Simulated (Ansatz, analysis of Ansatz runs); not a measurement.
# Migration barrier of interstitial H in fcc Cu, hop from an octahedral to the next tetrahedral site (PBE), part 2 of 3

Subject: interstitial H in fcc Cu, hop from an octahedral to the next tetrahedral site. Wanted: its migration barrier, in one set-up (PBE, 32-site cell, PBE lattice, 420 eV, k: 4x4x4 Gamma-centred, zero-point energy of the moving atom added). The model is a cell of 32 host atoms with 1 H put in. The barrier is the energy of the highest image of a climbing band over the relaxed site that the atom leaves.

Ansatz 0.2.0; PBE, 32-site cell, PBE lattice, 420 eV, k: 4x4x4 Gamma-centred, zero-point energy of the moving atom added.

So far: The structure; Relaxation, charge 0.

## (3) Nudged elastic band

A band of images joins the two ends; its highest image climbs to the saddle, whose energy over the site left is the barrier.

This step: plane-wave PAW DFT, PBE; nudged elastic band between two relaxed defect structures at fixed charge.

Input file neb/input.yaml:

```yaml
crystal:
  lattice:
    - [7.26165902, 0.0, 0.0]
    - [0.0, 7.26165902, 0.0]
    - [0.0, 0.0, 7.26165902]
  atoms:
    - { symbol: Cu, position: [0.000257625, 0.0, 0.0] }
    - { symbol: Cu, position: [0.001143273, 0.248856727, 0.248856727] }
    - { symbol: Cu, position: [0.25, 0.0, 0.249742375] }
    - { symbol: Cu, position: [0.25, 0.249742375, 0.0] }
    - { symbol: Cu, position: [0.00088907, 0.0, 0.5] }
    - { symbol: Cu, position: [0.001143273, 0.248856727, 0.751143273] }
    - { symbol: Cu, position: [0.25, 0.0, 0.750257625] }
    - { symbol: Cu, position: [0.25, 0.24911093, 0.5] }
    - { symbol: Cu, position: [0.00088907, 0.5, 0.0] }
    - { symbol: Cu, position: [0.001143273, 0.751143273, 0.248856727] }
    - { symbol: Cu, position: [0.25, 0.5, 0.24911093] }
    - { symbol: Cu, position: [0.25, 0.750257625, 0.0] }
    - { symbol: Cu, position: [0.005214655, 0.5, 0.5] }
    - { symbol: Cu, position: [0.001143273, 0.751143273, 0.751143273] }
    - { symbol: Cu, position: [0.25, 0.5, 0.75088907] }
    - { symbol: Cu, position: [0.25, 0.75088907, 0.5] }
    - { symbol: Cu, position: [0.499742375, 0.0, 0.0] }
    - { symbol: Cu, position: [0.498856727, 0.248856727, 0.248856727] }
    - { symbol: Cu, position: [0.75, 0.0, 0.24911093] }
    - { symbol: Cu, position: [0.75, 0.24911093, 0.0] }
    - { symbol: Cu, position: [0.49911093, 0.0, 0.5] }
    - { symbol: Cu, position: [0.498856727, 0.248856727, 0.751143273] }
    - { symbol: Cu, position: [0.75, 0.0, 0.75088907] }
    - { symbol: Cu, position: [0.75, 0.244785345, 0.5] }
    - { symbol: Cu, position: [0.49911093, 0.5, 0.0] }
    - { symbol: Cu, position: [0.498856727, 0.751143273, 0.248856727] }
    - { symbol: Cu, position: [0.75, 0.5, 0.244785345] }
    - { symbol: Cu, position: [0.75, 0.75088907, 0.0] }
    - { symbol: Cu, position: [0.494785345, 0.5, 0.5] }
    - { symbol: Cu, position: [0.498856727, 0.751143273, 0.751143273] }
    - { symbol: Cu, position: [0.75, 0.5, 0.755214655] }
    - { symbol: Cu, position: [0.75, 0.755214655, 0.5] }
    - { symbol: H, position: [0.75, 0.5, 0.5] }
basis:
  ecutwfc: 420
  xc_grid: 2
hamiltonian:
  xc: pbe
kpoints:
  mp_grid: { grid: [4, 4, 4] }
scf:
  occupations: { method: methfessel_paxton, width: 0.1 }
  max_iter: 120
output:
  forces: true
neb:
  images: 3
  f_tol: 0.04
  climbing: true
  initial_path: idpp
  max_iterations: 45
  order_check: false
  final_atoms:
    - { symbol: Cu, position: [-6.352e-06, -0.000715451, -0.000715451] }
    - { symbol: Cu, position: [0.006860998, 0.243318968, 0.243318968] }
[... 7 atom lines left out ...]
    - { symbol: Cu, position: [0.000453513, 0.752140072, 0.249726453] }
[... 2 atom lines left out ...]
    - { symbol: Cu, position: [0.006860998, 0.507566229, 0.507566229] }
[... 4 atom lines left out ...]
    - { symbol: Cu, position: [0.498039894, 0.249726453, 0.249726453] }
[... 3 atom lines left out ...]
    - { symbol: Cu, position: [0.498579317, 0.250186318, 0.751600649] }
[... 1 atom line left out ...]
    - { symbol: Cu, position: [0.742613737, 0.243318968, 0.507566229] }
[... 1 atom line left out ...]
    - { symbol: Cu, position: [0.498579317, 0.751600649, 0.250186318] }
    - { symbol: Cu, position: [0.742613737, 0.507566229, 0.243318968] }
[... 1 atom line left out ...]
    - { symbol: Cu, position: [0.498039894, 0.501158745, 0.501158745] }
    - { symbol: Cu, position: [0.499670728, 0.750509239, 0.750509239] }
    - { symbol: Cu, position: [0.749021221, 0.501158745, 0.752140072] }
    - { symbol: Cu, position: [0.749021221, 0.752140072, 0.501158745] }
    - { symbol: H, position: [0.874737367, 0.375442599, 0.375442599] }
```

Command:

```console
$ ansatz run input.yaml --threads 4 --pin off --max-ram 14131MiB --backend cpu --events-out ev --progress --plain --runs-dir out
```

Numbers of over 12 decimals in the logs are rounded to 6 here.

What it wrote:

```text
[...]
Warning: neb: disabling space-group detection — the band's intermediate images generally break the endpoint symmetry, so no spatial operation reduces the k-mesh or symmetrises the density, except that a semilocal band can use its path's symmetry ahead of [...]
[...]
NEB image 0
Crystal: 33 atoms, lattice volume = 382.920 Å³
Basis set: ecut = 420 eV, 7497 PW (Γ), exchange–correlation on 100×100×100 points (8 copies of the dense FFT grid, shifted against one another)
Bands: 366, of which v1, the nominal top of the filled ones, is band 305 counted from 1 (304 counted from 0)
Symmetry: 1 space group operations
k-points: 36 of 64 (time reversal used)
[...]
SCF iter   1: F=—  HF=-212020.994282 eV  |F-HF|=—  |Δ(HF+E_count)|=         —  Δρ=2.09e-3  dr2=1.03e-2  ethr=1.77e-3  ⟨swp⟩=4.8  Hψ=41661  notcnv=0  defer=652
[...]
SCF iter   8: F=-212020.994496 eV  HF=-212020.994497 eV  |F-HF|=4.44e-8  |Δ(HF+E_count)|=   3.39e-8  S|Δr|=    0.00e0  Δρ=2.37e-6  dr2=5.63e-8  ethr=1.64e-11  ⟨swp⟩=4.1  Hψ=40362  notcnv=0
SCF 1 converged in 8 iterations: F = -212020.994496 eV  dr2 = 5.63e-8
[...]
NSCF: frozen V_eff on 36 k-points
NEB image 4
SCF iter   1: F=—  HF=-212020.827857 eV  |F-HF|=—  |Δ(HF+E_count)|=         —  Δρ=2.57e-3  dr2=2.11e-2  ethr=1.77e-3  ⟨swp⟩=4.8  Hψ=41677  notcnv=0  defer=670
[...]
SCF iter   8: F=-212020.825924 eV  HF=-212020.825924 eV  |F-HF|=1.36e-8  |Δ(HF+E_count)|=   1.84e-8  S|Δr|=    0.00e0  Δρ=2.25e-6  dr2=1.61e-8  ethr=1.64e-11  ⟨swp⟩=4.3  Hψ=42593  notcnv=0
SCF 2 converged in 8 iterations: F = -212020.825924 eV  dr2 = 1.61e-8
[...]
NEB end point (image 0): max|allowed force component| = 1.485e-2 eV/Å (the criterion of neb.relax_end_points is 1.000e-2)
NEB end point (image 4): max|allowed force component| = 2.527e-3 eV/Å (the criterion of neb.relax_end_points is 1.000e-2)
NEB image 1
SCF iter   1: F=—  HF=-212020.838550 eV  |F-HF|=—  |Δ(HF+E_count)|=         —  Δρ=2.27e-3  dr2=1.29e-2  ethr=1.77e-3  ⟨swp⟩=4.8  Hψ=41487  notcnv=0  defer=709
[...]
SCF iter   8: F=-212020.838113 eV  HF=-212020.838113 eV  |F-HF|=7.03e-8  |Δ(HF+E_count)|=   7.13e-8  S|Δr|=    0.00e0  Δρ=2.99e-6  dr2=8.55e-8  ethr=1.64e-11  ⟨swp⟩=3.1  Hψ=41792  notcnv=0
SCF 3 converged in 8 iterations: F = -212020.838113 eV  dr2 = 8.55e-8
NEB image 2
SCF iter   1: F=—  HF=-212020.576331 eV  |F-HF|=—  |Δ(HF+E_count)|=         —  Δρ=2.42e-3  dr2=1.68e-2  ethr=1.77e-3  ⟨swp⟩=4.9  Hψ=41462  notcnv=0  defer=761
[...]
SCF iter   9: F=-212020.575297 eV  HF=-212020.575297 eV  |F-HF|=1.37e-8  |Δ(HF+E_count)|=   1.12e-8  S|Δr|=    0.00e0  Δρ=1.91e-6  dr2=1.51e-8  ethr=1.64e-11  ⟨swp⟩=3.6  Hψ=38658  notcnv=0
SCF 4 converged in 9 iterations: F = -212020.575297 eV  dr2 = 1.51e-8
NEB image 3
SCF iter   1: F=—  HF=-212020.619370 eV  |F-HF|=—  |Δ(HF+E_count)|=         —  Δρ=2.50e-3  dr2=1.90e-2  ethr=1.77e-3  ⟨swp⟩=4.8  Hψ=41472  notcnv=0  defer=728
[...]
SCF iter   9: F=-212020.617863 eV  HF=-212020.617863 eV  |F-HF|=1.35e-8  |Δ(HF+E_count)|=   7.74e-9  S|Δr|=    0.00e0  Δρ=1.88e-6  dr2=1.63e-8  ethr=1.64e-11  ⟨swp⟩=3.6  Hψ=39096  notcnv=0
SCF 5 converged in 9 iterations: F = -212020.617863 eV  dr2 = 1.63e-8
NEB iter   1: max|band force component| = 7.851e-1 eV/Å  barrier→ = 0.4192 eV  barrier← = 0.2506 eV  Δτ_max = 0.0622 Å  (42 SCF iters)
NEB image 1
[...]
SCF iter   8: F=-212020.864578 eV  HF=-212020.864578 eV  |F-HF|=1.51e-8  |Δ(HF+E_count)|=   7.52e-8  S|Δr|=    0.00e0  Δρ=1.21e-6  dr2=1.50e-8  ethr=1.64e-11  ⟨swp⟩=2.5  Hψ=48816  notcnv=0
SCF 6 converged in 8 iterations: F = -212020.864578 eV  dr2 = 1.50e-8
NEB image 2
[...]
SCF iter   8: F=-212020.649120 eV  HF=-212020.649120 eV  |F-HF|=1.24e-7  |Δ(HF+E_count)|=   1.56e-7  S|Δr|=    0.00e0  Δρ=3.36e-6  dr2=9.82e-8  ethr=1.64e-11  ⟨swp⟩=3.3  Hψ=54692  notcnv=0
SCF 7 converged in 8 iterations: F = -212020.649120 eV  dr2 = 9.82e-8
NEB image 3
[...]
SCF iter   8: F=-212020.677700 eV  HF=-212020.677700 eV  |F-HF|=9.05e-8  |Δ(HF+E_count)|=   1.11e-7  S|Δr|=    0.00e0  Δρ=3.08e-6  dr2=7.13e-8  ethr=1.64e-11  ⟨swp⟩=3.2  Hψ=51567  notcnv=0
SCF 8 converged in 8 iterations: F = -212020.677700 eV  dr2 = 7.13e-8
NEB iter   2: max|band force component| = 5.264e-1 eV/Å  barrier→ = 0.3454 eV  barrier← = 0.1768 eV  Δτ_max = 0.1880 Å  (24 SCF iters)
NEB image 1
[...]
SCF iter   9: F=-212020.874722 eV  HF=-212020.874722 eV  |F-HF|=6.92e-8  |Δ(HF+E_count)|=   9.74e-8  S|Δr|=    0.00e0  Δρ=2.53e-6  dr2=6.50e-8  ethr=1.64e-11  ⟨swp⟩=4.6  Hψ=47023  notcnv=0
SCF 9 converged in 9 iterations: F = -212020.874722 eV  dr2 = 6.50e-8
NEB image 2
[...]
SCF iter  10: F=-212020.659535 eV  HF=-212020.659535 eV  |F-HF|=3.80e-8  |Δ(HF+E_count)|=   1.61e-8  S|Δr|=    0.00e0  Δρ=3.17e-6  dr2=2.71e-8  ethr=1.64e-11  ⟨swp⟩=3.7  Hψ=39826  notcnv=0
SCF 10 converged in 10 iterations: F = -212020.659535 eV  dr2 = 2.71e-8
NEB image 3
[...]
SCF iter   9: F=-212020.713887 eV  HF=-212020.713888 eV  |F-HF|=7.67e-8  |Δ(HF+E_count)|=   9.32e-8  S|Δr|=    0.00e0  Δρ=2.84e-6  dr2=7.11e-8  ethr=1.64e-11  ⟨swp⟩=4.4  Hψ=45583  notcnv=0
SCF 11 converged in 9 iterations: F = -212020.713887 eV  dr2 = 7.11e-8
NEB iter   3: max|band force component| = 8.180e-1 eV/Å  barrier→ = 0.3350 eV  barrier← = 0.1664 eV  Δτ_max = 0.0960 Å  (28 SCF iters)
[...]
NEB iter   4: max|band force component| = 2.523e-1 eV/Å  barrier→ = 0.2947 eV  barrier← = 0.1262 eV  CI = image 2  Δτ_max = 0.1529 Å  (25 SCF iters)
[...]
NEB iter   5: max|band force component| = 6.459e-2 eV/Å  barrier→ = 0.3129 eV  barrier← = 0.1443 eV  CI = image 2  Δτ_max = 0.0116 Å  (25 SCF iters)
NEB image 1
[...]
SCF iter   6: F=-212020.843802 eV  HF=-212020.843802 eV  |F-HF|=8.41e-8  |Δ(HF+E_count)|=   5.26e-8  S|Δr|=    0.00e0  Δρ=3.23e-6  dr2=9.08e-8  ethr=1.64e-11  ⟨swp⟩=3.4  Hψ=51751  notcnv=0
SCF 18 converged in 6 iterations: F = -212020.843802 eV  dr2 = 9.08e-8
NEB image 2
[...]
SCF iter   6: F=-212020.682367 eV  HF=-212020.682367 eV  |F-HF|=2.52e-8  |Δ(HF+E_count)|=   1.98e-8  S|Δr|=    0.00e0  Δρ=2.22e-6  dr2=2.82e-8  ethr=1.64e-11  ⟨swp⟩=3.7  Hψ=39618  notcnv=0
SCF 19 converged in 6 iterations: F = -212020.682367 eV  dr2 = 2.82e-8
NEB image 3
[...]
SCF iter   7: F=-212020.755490 eV  HF=-212020.755490 eV  |F-HF|=1.37e-8  |Δ(HF+E_count)|=   1.91e-8  S|Δr|=    0.00e0  Δρ=1.69e-6  dr2=1.23e-8  ethr=1.64e-11  ⟨swp⟩=4.2  Hψ=39804  notcnv=0
SCF 20 converged in 7 iterations: F = -212020.755490 eV  dr2 = 1.23e-8
NEB image 1
[...]
NEB image 3
[...]
NEB image 2
[...]
NEB iter   6: max|band force component| = 1.877e-2 eV/Å  barrier→ = 0.3121 eV  barrier← = 0.1436 eV  CI = image 2  Δτ_max = 0.0000 Å  (19 SCF iters)
SCF converged after 6 iterations
[...]
Free energy (F): -212020.682367 eV
[...]
Internal energy: -212020.684286 eV  (E = F + TS)
E sigma→0 (E₀):  -212020.682846 eV
Entropy (-TS):   0.001919 eV (0.058 meV/atom)
Fermi energy:    16.545387 eV
[...]
--- Forces (eV/Å), atoms counted from 1 ---
  atom   1  Cu     0.00074789     0.00187469     0.00379488
  atom   2  Cu    -0.01155368     0.01186329     0.00860519
  [... 10 atoms left out ...]
  atom  13  Cu     0.00365714    -0.01319729     0.00786151
  [... 4 atoms left out ...]
  atom  18  Cu     0.00613380    -0.00125518     0.00103385
  [... 5 atoms left out ...]
  atom  24  Cu     0.01243189     0.00367469     0.00168168
  [... 1 atom left out ...]
  atom  26  Cu    -0.00260600     0.00328092     0.00064147
  atom  27  Cu    -0.00469288    -0.00364092    -0.00994810
  [... 1 atom left out ...]
  atom  29  Cu     0.00222946    -0.00120595    -0.00092171
  atom  30  Cu    -0.00176417     0.00245330    -0.00055786
  atom  31  Cu    -0.00130048     0.00068428     0.00489353
  atom  32  Cu     0.00107177    -0.00464655    -0.00151273
  atom  33  H     -0.00390655     0.00516788    -0.00320123
  max |Σ_I F_I| component: 4.32e-5 eV/Å
--- Band table (eV; the first three rows and the last of 36) ---
[...]
[... further k-points left out ...]
this run last wrote the band of iteration 6 to <dir>
--- NEB band (5 images, 6 band iterations, 163 SCF iterations) ---
  forward barrier  = 0.312130 eV
  backward barrier = 0.143557 eV
  lagrangian_above_aufbau_ev (what the smearing adds, to first order; not taken off the barriers): saddle image -0.000321 eV, end points -0.001166 and +0.000702 eV
  climbing image's point = of an order that was not read
  energies are F+E_penalty+E_count in eV, relative to image 0
  image     s (Å)  Δ vs image 0  max|band force component| (eV/Å)
      0    0.0000      0.000000                                 —
      1    0.4802      0.150695                          1.473e-2
  *   2    0.9604      0.312130                          1.275e-2
      3    1.2844      0.239007                          1.877e-2
      4    1.6083      0.168573                                 —
  climbing-image geometry (image 2):
  cell:  # Å, volume = 382.9196 Å³
    - [7.26165902, 0.0, 0.0]
    - [0.0, 7.26165902, 0.0]
    - [0.0, 0.0, 7.26165902]
  atoms:
    - { symbol: Cu, position: [-0.000695, 0.002270, 0.002037] }
    - { symbol: Cu, position: [-0.002480, 0.252506, 0.252782] }
    - { symbol: Cu, position: [0.247984, 0.002169, 0.250655] }
    - { symbol: Cu, position: [0.247851, 0.250850, 0.002069] }
    - { symbol: Cu, position: [0.000884, -0.001550, 0.500757] }
    - { symbol: Cu, position: [0.000845, 0.249299, 0.750734] }
    - { symbol: Cu, position: [0.249239, 0.000849, 0.751867] }
    - { symbol: Cu, position: [0.251634, 0.249354, 0.500718] }
    - { symbol: Cu, position: [0.000671, 0.500646, -0.001483] }
    - { symbol: Cu, position: [0.000994, 0.751290, 0.248992] }
    - { symbol: Cu, position: [0.251609, 0.500750, 0.249105] }
    - { symbol: Cu, position: [0.249357, 0.751761, 0.000733] }
    - { symbol: Cu, position: [0.014147, 0.508392, 0.507391] }
    - { symbol: Cu, position: [0.000781, 0.752380, 0.752476] }
    - { symbol: Cu, position: [0.251942, 0.500646, 0.752739] }
    - { symbol: Cu, position: [0.252145, 0.752777, 0.500669] }
    - { symbol: Cu, position: [0.498309, 0.000768, 0.000768] }
    - { symbol: Cu, position: [0.498948, 0.249187, 0.249023] }
    - { symbol: Cu, position: [0.749319, -0.001541, 0.249034] }
    - { symbol: Cu, position: [0.749464, 0.249499, -0.001478] }
    - { symbol: Cu, position: [0.497143, -0.002085, 0.500691] }
    - { symbol: Cu, position: [0.497638, 0.249345, 0.752532] }
    - { symbol: Cu, position: [0.749432, -0.001920, 0.752922] }
    - { symbol: Cu, position: [0.741716, 0.235513, 0.507669] }
    - { symbol: Cu, position: [0.497718, 0.500603, -0.001854] }
    - { symbol: Cu, position: [0.497770, 0.752297, 0.249224] }
    - { symbol: Cu, position: [0.742607, 0.507830, 0.236703] }
    - { symbol: Cu, position: [0.749493, 0.752391, -0.001916] }
    - { symbol: Cu, position: [0.497365, 0.500608, 0.500554] }
    - { symbol: Cu, position: [0.499975, 0.750061, 0.750262] }
    - { symbol: Cu, position: [0.749621, 0.500489, 0.752138] }
    - { symbol: Cu, position: [0.749467, 0.752986, 0.500603] }
    - { symbol: H, position: [0.825273, 0.424388, 0.425690] }
```

Run time: 1.7 h. Hardware: 4 threads of Arm Neoverse V1, shared host; peak memory 11 GiB; 6.6 h of CPU time.

The column dr2 measures how far the density is from self-consistency, as an energy; F and HF (Harris–Foulkes) agree once it is small.

Images along the path:

| image | path (Å) | energy (eV) | H33: x, y, z (Å) |
| --- | --- | --- | --- |
| 0 | 0.000 | 0.0000 | 5.446, 3.631, 3.631 |
| 1 | 0.480 | 0.1507 | 5.720, 3.355, 3.364 |
| 2 | 0.960 | 0.3121 | 5.993, 3.082, 3.091 |
| 3 | 1.284 | 0.2390 | 6.182, 2.894, 2.900 |
| 4 | 1.608 | 0.1686 | 6.352, 2.726, 2.726 |

Numbers from this step:

- free energy: -212020.6824 eV
- smearing term TS: -0.001919 eV
- barrier forward: 0.3121 eV
- barrier backward: 0.1436 eV

(Part 2 of 3 ends here.)

[Logs are printed without paths, hosts, clocks, repeated set-up lines and the standing remarks that a program may print on its own settings, such as how far it seeks lower states.]

[Hosts, paths, dates, database ids (printed as entryN), source tags and the programs' standing remarks are cut or masked in the printed files.]

[For some hosts the program warned that the k-mesh of the response run may be too coarse for force constants and the static dielectric constant; such warnings are not shown here.]
